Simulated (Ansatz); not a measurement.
# Σ3 (112) boundary in fcc Al, starting shift (0, 0.5): structure and resistance, part 2 of 3

Wanted: what the Σ3 (112) boundary in fcc Al, starting shift (0, 0.5) costs an interconnect.

Ansatz 0.2.0; Ansatz plane-wave DFT, PBE, PAW files; relaxation of a bicrystal slab with its lowest layers held; PAW set soft_1 (the session's first sound run).

So far. Step 2 (Relaxing the bicrystal): The largest force component on a free atom ends at 0.015 eV/Å, under the tolerance of 0.03, after 5 steps.

### Step 3. Transmission across the boundary

Bulk layers of each grain are laid under and over the relaxed boundary, and a lead is named in the middle of each, away from the free faces. The mesh across the current, 22×10, is finer than the density's, because channels open and close sharply across the zone. Energies from -0.1 to 0.1 eV in steps of 0.05 eV are too few for the program's thermal sum, so it prints no conductance; for a metal the transmission near the Fermi level serves, at a fraction of the cost.

This step: Ansatz plane-wave DFT, PBE, PAW files; ballistic transport by layer matching (Landauer), zero bias; boundary relaxed in a short slab, bulk layers laid on; PAW set soft_1 (Ansatz 0.2.0).

System of this step: Σ3 (112) boundary in fcc Al, starting shift (0, 0.5). The cell holds 54 atoms: 54 Al. Cell: a = 2.862 Å, b = 7.011 Å, c = 52.064 Å, α = 90.0°, β = 90.0°, γ = 90.0°. It derives from Al. Regions: lower grain, 21 atoms (21 Al); boundary, 16 atoms (16 Al); upper grain, 17 atoms (17 Al). Vacuum lies along c.

Input file input.yaml:

```yaml
crystal:
  lattice:
    - [2.862347037, 0.0, 0.0]
    - [0.0, 7.0112897075, 0.0]
    - [0.0, 0.0, 52.0644601779]
  atoms:
    - { symbol: Al, position: [-14.0, 9.3333333335, 0.0768278397] }
    - { symbol: Al, position: [-13.5, 9.0000000002, 0.0926983282] }
    - { symbol: Al, position: [-13.0, 8.6666666668, 0.1085688167] }
    - { symbol: Al, position: [-12.5, 8.3333333335, 0.1244393052] }
    - { symbol: Al, position: [-12.0, 8.0000000001, 0.1403097937] }
    - { symbol: Al, position: [-11.5, 7.6666666668, 0.1561802822] }
    - { symbol: Al, position: [-11.0, 7.3333333335, 0.1720507707] }
    - { symbol: Al, position: [-10.5, 7.0000000001, 0.1879212591] }
    - { symbol: Al, position: [-10.0, 6.6666666668, 0.2037917476] }
    - { symbol: Al, position: [-9.5, 6.3333333335, 0.2196622361] }
    - { symbol: Al, position: [-9.0, 6.0000000001, 0.2355327246] }
    - { symbol: Al, position: [-8.5, 5.6666666668, 0.2514032131] }
    - { symbol: Al, position: [-8.0, 5.3333333334, 0.2672737016] }
    - { symbol: Al, position: [-7.5, 5.0000000001, 0.2831441901] }
    - { symbol: Al, position: [-7.0, 4.6666666668, 0.2990146786] }
    - { symbol: Al, position: [-6.5, 4.3333333334, 0.3148851671] }
    - { symbol: Al, position: [-6.0, 4.0000000001, 0.3307556556] }
    - { symbol: Al, position: [-5.5, 3.6666666668, 0.3466261441] }
    - { symbol: Al, position: [-5.0, 3.3333333334, 0.3624966326] }
    - { symbol: Al, position: [-4.5, 3.0000000001, 0.3783671211] }
    - { symbol: Al, position: [-4.0, 2.6666666667, 0.3942376096] }
    - { symbol: Al, position: [0.5, 0.3333333334, 0.4101080981] }
    - { symbol: Al, position: [1.0, 0.0010506519, 0.4262022069] }
    - { symbol: Al, position: [0.5, 0.6671122411, 0.4421235347] }
    - { symbol: Al, position: [0.0, 0.3340687565, 0.4568158079] }
    - { symbol: Al, position: [0.5, -0.0021224969, 0.4734097078] }
    - { symbol: Al, position: [0.0, 0.6704827642, 0.4908573612] }
    - { symbol: Al, position: [0.5, 0.3359124247, 0.5038579514] }
    - { symbol: Al, position: [0.0, 0.0137088317, 0.5205211784] }
    - { symbol: Al, position: [0.0, 0.5091998656, 0.5430588391] }
    - { symbol: Al, position: [0.5, 0.8329075464, 0.559044087] }
    - { symbol: Al, position: [0.0, 0.1684731706, 0.5724905306] }
    - { symbol: Al, position: [0.5, 0.4957954535, 0.5900729515] }
    - { symbol: Al, position: [0.0, 0.8296356424, 0.6059584257] }
    - { symbol: Al, position: [0.5, 0.1618460947, 0.6209301574] }
    - { symbol: Al, position: [1.0, 0.491682514, 0.6370625442] }
    - { symbol: Al, position: [0.5, 0.8282705828, 0.6533738559] }
    - { symbol: Al, position: [-4.0, 3.1616039162, 0.6692443444] }
    - { symbol: Al, position: [-4.5, 3.4949372495, 0.6851148329] }
    - { symbol: Al, position: [-5.0, 3.8282705828, 0.7009853214] }
    - { symbol: Al, position: [-5.5, 4.1616039162, 0.7168558099] }
    - { symbol: Al, position: [-6.0, 4.4949372495, 0.7327262984] }
    - { symbol: Al, position: [-6.5, 4.8282705829, 0.7485967869] }
    - { symbol: Al, position: [-7.0, 5.1616039162, 0.7644672754] }
    - { symbol: Al, position: [-7.5, 5.4949372495, 0.7803377639] }
    - { symbol: Al, position: [-8.0, 5.8282705829, 0.7962082524] }
    - { symbol: Al, position: [-8.5, 6.1616039162, 0.8120787409] }
    - { symbol: Al, position: [-9.0, 6.4949372496, 0.8279492293] }
    - { symbol: Al, position: [-9.5, 6.8282705829, 0.8438197178] }
    - { symbol: Al, position: [-10.0, 7.1616039162, 0.8596902063] }
    - { symbol: Al, position: [-10.5, 7.4949372496, 0.8755606948] }
    - { symbol: Al, position: [-11.0, 7.8282705829, 0.8914311833] }
    - { symbol: Al, position: [-11.5, 8.1616039162, 0.9073016718] }
    - { symbol: Al, position: [-12.0, 8.4949372496, 0.9231721603] }
kpoints:
  mp_grid: { grid: [9, 4, 1] }
hamiltonian:
  xc: pbe
  pseudopotentials: { kind: paw, azcp: { folder: soft_1 } }
scf:
  occupations: { method: fermi_dirac, width: 0.1 }
output:
  transmission:
    leads: [[11, 12], [44, 45]]
    kmesh: [22, 10]
    e_range: [-0.1, 0.1]
    de: 0.05
  write_potential: true
  write_density: true
  volumetric_format: npy
  elf: true
```

Command:

```bash
$ ansatz run input.yaml --threads 4 --pin off --max-ram 15360MiB --backend cpu --events-out ev --progress --plain --runs-dir out
```

Numbers of over 12 decimals in the logs are rounded to 6 here.

The log of the run:

```text
[...]
Crystal: 54 atoms, lattice volume = 1044.868 Å³
Basis set: ecut = 420 eV, 20473 PW (Γ)
Bands: 135, of which v1, the nominal top of the filled ones, is band 81 counted from 1 (80 counted from 0)
Symmetry: 2 space group operations
[...]
k-points: 15 of 36 (time reversal used)
[...]
SCF iter   1: F=—  HF=-29026.267467 eV  |F-HF|=—  |Δ(HF+E_count)|=         —  Δρ=2.24e-2  dr2=8.80e1  ethr=3.10e-3  ⟨swp⟩=8.1  Hψ=11323  notcnv=0  defer=112
[...]
SCF iter   9: F=-29022.575685 eV  HF=-29022.575685 eV  |F-HF|=1.51e-8  |Δ(HF+E_count)|=   2.86e-9  Δρ=4.38e-7  dr2=1.81e-8  ethr=6.17e-11  ⟨swp⟩=2.1  Hψ=3288  notcnv=0
SCF 1 converged in 9 iterations: F = -29022.575685 eV  dr2 = 1.81e-8
[...]
transmission: 288 of 2880 steps passed
transmission: 576 of 2880 steps passed
[...]
transmission: 2880 of 2880 steps passed
WARN: The output density's exchange-correlation potential varies sharply where the density is thin. Do not read a vacuum level from v_tot or v_xc, or from such a field of the output density. On a cell that repeats whose density bears no net charge and no dipole along the vacuum's axis use v_es (v_loc + v_h of the components); under efield.dipole_correction with no amplitude use v_es + v_field, which holds any externa [...]
SCF converged after 9 iterations
Free energy (F): -29022.575685 eV
[...]
Internal energy: -29021.814953 eV  (E = F + TS)
E sigma→0 (E₀):  -29022.195319 eV
Entropy (-TS):   -0.760732 eV (-14.088 meV/atom)
Fermi energy:    6.171446 eV
[...]
--- Band table (eV; the first three rows and the last of 15) ---
  k-point 0: bands = [... 77 lower, 6.9265, 6.9499, 6.9633, 7.0044, 7.0931, 7.1423, 7.1570, 7.2820, ... 50 higher]
  k-point 1: bands = [... 77 lower, 6.0173, 6.1850, 6.3899, 6.5275, 6.6464, 6.8432, 6.9855, 7.1449, ... 50 higher]
  k-point 2: bands = [... 77 lower, 5.7032, 5.9255, 6.1756, 6.3086, 6.3829, 6.5951, 6.7259, 6.7809, ... 50 higher]
  k-point 14: bands = [... 77 lower, 5.6009, 5.6607, 5.7929, 5.8828, 5.9681, 6.0283, 6.1101, 6.1436, ... 50 higher]
--- Transmission ---
  basis      : 175 plane waves across, 40 finite elements along
  points     : 72, standing for a mesh of 22 x 10
  energies   : 5 from -0.100000 to 0.100000 eV about the Fermi level, 0.050000 eV apart; the leads are filled to 0.000000 eV, and channels, transmission and decay are at 0.000000 eV
  crystal 0  : Al3, at the sites [11, 12], period 2.4789 Å, over 18.18 Å; its Hamiltonian steps by up to 7.2 meV
    offset         : up to 0.0000 Å between an atom of the period and one for which it stands
    channels       : 3.895455e0 a spin
    conductance    : none, the energies end too early or step too widely for 300 K: set another output.transmission.e_range or a lower de, or, where they end at an eighth of basis.ecutwfc, a higher one
[...]
channels       : 3.895455e0 a spin
[...]
junction   : crystal 0 to crystal 1, 12.96 to 38.85 Å
    transmission   : 2.670383e0 a spin
[...]
```

Run time: 8 min. Hardware: 4 threads of Arm Neoverse V1, shared host; peak memory 4 GiB.

This step gave:

| Item | Value |
| --- | --- |
| free energy | -29022.5757 eV |
| energy at zero smearing | -29022.1953 eV |
| Fermi energy | 6.171 eV |
| cell area | 20.07 Å² |
| transmission per spin nearest the Fermi level | 2.670 |
| open channels per spin nearest the Fermi level | 3.895 |
| open channels per spin, upper lead | 3.895 |
| step of the lead's potential | 7.2 meV |
| step of the upper lead's potential | 10.4 meV |

Per spin. Table of transmission, zone mean by energy, zero at the Fermi level:

```
energy (eV)  transmission, zone mean
    -0.1000                     2.58
    -0.0500                     2.64
     0.0000                     2.67
     0.0500                     2.68
     0.1000                     2.74
```

Per spin. The open channels, zone mean by energy, zero at the Fermi level:

```
energy (eV)  lead  upper lead
    -0.1000  3.77        3.77
    -0.0500  3.80        3.80
     0.0000  3.90        3.90
     0.0500  3.84        3.86
     0.1000  3.93        3.93
```

Transmission over k1 and k2. At 0.0000 eV from the Fermi level.

Values, 10 rows by 16 columns, each cell a mean:
```
4.02 3.36 2.77 1.48 1.08 1.64 1.50 1.63 1.66 1.61 1.48 1.55 0.99 1.88 3.20 3.02
2.35 4.35 2.47 2.22 2.17 1.88 1.84 1.86 1.85 1.86 1.83 2.02 2.04 2.30 3.01 4.47
3.82 3.87 2.76 2.53 3.05 3.22 2.64 1.99 1.96 2.02 2.94 3.27 2.85 2.54 2.91 4.28
4.87 3.57 2.90 2.61 3.14 2.90 3.11 3.17 3.19 3.16 3.06 2.94 3.13 2.50 3.02 3.83
4.72 3.35 3.01 2.40 3.19 2.85 2.82 2.83 2.83 2.83 2.81 2.95 3.19 2.26 3.15 3.43
4.87 3.57 2.90 2.61 3.14 2.90 3.11 3.17 3.19 3.16 3.06 2.94 3.13 2.50 3.02 3.83
3.82 3.87 2.76 2.53 3.05 3.22 2.64 1.99 1.96 2.02 2.94 3.27 2.85 2.54 2.91 4.28
2.35 4.35 2.47 2.22 2.17 1.88 1.84 1.86 1.85 1.86 1.83 2.02 2.04 2.30 3.01 4.47
4.02 3.36 2.77 1.48 1.08 1.64 1.50 1.63 1.66 1.61 1.48 1.55 0.99 1.88 3.20 3.02
2.55 4.41 4.29 1.68 0.92 0.48 2.52 2.94 3.03 2.90 2.17 0.25 1.10 2.31 4.57 4.27
```
Columns: k1 (b1) from -0.5 to 0.455; rows upwards: k2 (b2) from -0.5 to 0.4.

Open channels over k1 and k2. At 0.0000 eV from the Fermi level.

Ten even steps from '0' (2.00) to '9' (6.00):
```
9575202002222200202575
5972525222222222525279
9975557552222255755579
9977555555555555555779
9577255222222222552775
9977555555555555555779
9975557552222255755579
5972525222222222525279
9575202002222200202575
5999500055555550005999
```
Columns: k1 (b1) from -0.5 to 0.455; rows upwards: k2 (b2) from -0.5 to 0.4.

ELF in the cb plane at fractional x = 0.000, with atoms of Al within 0.2 Å of it. It is the smooth field of the valence electrons, not physical close to the nuclei.

Ten even steps from '0' (0.00 × 1e-1) to '9' (8.86 × 1e-1), each cell a mean:
```
66664323466667666532245666766676531000000000
41245444566675213554456667641257531000000000
12126656666673131465566667612226631000000000
12126666665563131576666556512237642100000000
32257666544454223676665444532368764432100000
66666666532245666666654323456788887765310000
66667666532245666677664323456778889987531000
66676434543346666653355434566677657998641000
66674011455566666621025555666664123899742000
66663150466666666514226666666663173799741000
54454102676665545520147666655453113798531000
43345556766664333555567666543345667776320000
32235677667764223467677776532346777653210000
43345666765555333566667555543346776531000000
54456666631135545666675112554457776421000000
66666666513226666666663150465567875310000000
76666555521136666655563111565567765310000000
66665434543367666543355435765566653210000000
66654323567776676532245677766666542100000000
```
Columns run along c (16.0 Å, from fractional 0.69 to 1.00 of the cell), rows up along b (7.0 Å). Atoms in or near the plane, at fractional coordinates: Al at (0.70, 0.83), Al at (0.73, 0.49), Al at (0.76, 0.16), Al at (0.80, 0.83), Al at (0.83, 0.49), Al at (0.86, 0.16), Al at (0.89, 0.83), Al at (0.92, 0.49).

Valence density in the cb plane at fractional x = 0.000, with atoms of Al within 0.2 Å of it. It is the smooth field of the valence electrons, not physical close to the nuclei.

Ten even steps from '0' (0.00 e/Å³) to '9' (0.22 e/Å³), each cell a mean:
```
99987656788899999865567899999996421000000000
86688767888899657876678889986687421000000000
53369878888897434898889889953356421000000000
53369988887897434898898878853367421000000000
76689888876688667998887767876688532100000000
99999988765568999999887556789998753210000000
89999999865568999999987555789999876421000000
88899878876678888997788666788899877641000000
88898435887788889963478878888898435752100000
88897324898899888952369988988897324652100000
77788546998888777874589988877788545642000000
65678989998887656898899888766678887531000000
65568999999987555789999998765568986421000000
65668889998897656788899988865678864210000000
87788889974578777888898546887788863210000000
98889889952369888988897324898889753100000000
98888778863479988887787435998888742100000000
98887666887799888866678878988887532000000000
99986556799999998765568999998986421000000000
```
Columns run along c (16.0 Å, from fractional 0.69 to 1.00 of the cell), rows up along b (7.0 Å). Atoms in or near the plane, at fractional coordinates: Al at (0.70, 0.83), Al at (0.73, 0.49), Al at (0.76, 0.16), Al at (0.80, 0.83), Al at (0.83, 0.49), Al at (0.86, 0.16), Al at (0.89, 0.83), Al at (0.92, 0.49).

Electrostatic potential energy in the cb plane at fractional x = 0.000, with atoms of Al within 0.2 Å of it. With pseudopotentials it is smooth inside the atoms' cores, unlike the true potential.

Ten even steps from '0' (-10 eV) to '9' (10 eV), each cell a mean:
```
42257898887775323688888777642257899999999999
01105888788861020278887887401105899999999999
29813787778740694068877786128803799999999999
28713787778740694068877786128803799999999999
02105788788861020278888887401105899999999999
42257777888875323677788888742257788899999999
77776545789887777754467898877776545789999999
88863000478888887510026888888873000479999999
78750472168877887217603787778750472068999999
78740795058877786129812787778740795058999999
88850251168877887304304788788850251168999999
88874101578888888620136788888874101579999999
89887666766678898876667666789987666889999999
88888887620037888888874101578888888999999999
68877887304304788778850251168877889999999999
68877786139913787778740795057877889999999999
68877887217603787778750483168877889999999999
78888888510016888888873000478888899999999999
77778898764467777889886545677778999999999999
```
Columns run along c (16.0 Å, from fractional 0.69 to 1.00 of the cell; values clipped at the 3rd and 97th percentile), rows up along b (7.0 Å). Atoms in or near the plane, at fractional coordinates: Al at (0.70, 0.83), Al at (0.73, 0.49), Al at (0.76, 0.16), Al at (0.80, 0.83), Al at (0.83, 0.49), Al at (0.86, 0.16), Al at (0.89, 0.83), Al at (0.92, 0.49).

Over the solved energies the transmission per spin lies between 2.58 and 2.74, out of 3.85 channels of the lead on average (up to 3.93).

### Step 4. Specific resistance

This step: Ansatz plane-wave DFT, PBE, PAW files; ballistic transport by layer matching (Landauer), zero bias; specific resistance of the boundary; PAW set soft_1 (Ansatz 0.2.0).

Numbers from this step:

| Quantity | Value |
| --- | --- |
| area resistance | 0.3007 fΩ m² |
| T over the leads' mean channel count | 0.6911 |

Averaged over the energies near the Fermi level, 69.1 % of the channels pass, which makes 0.301 fΩ m².

By hand, with T and the leads' channels N averaged over the energies near the Fermi level: RA = A (h/2e²)(1/T − ½[1/N₁ + 1/N₂]) = 20.07×10⁻²⁰ m² × 12 906 Ω × (1/2.661 − ½[1/3.848 + 1/3.852]) = 0.301 fΩ m².

[end of part 2 of 3]

[Logs are printed without paths, hosts, clocks, repeated set-up lines and the standing remarks that a program may print on its own settings, such as how far it seeks lower states.]

[Hosts, paths, dates, database ids (printed as entryN), source tags and the programs' standing remarks are cut or masked in the printed files.]
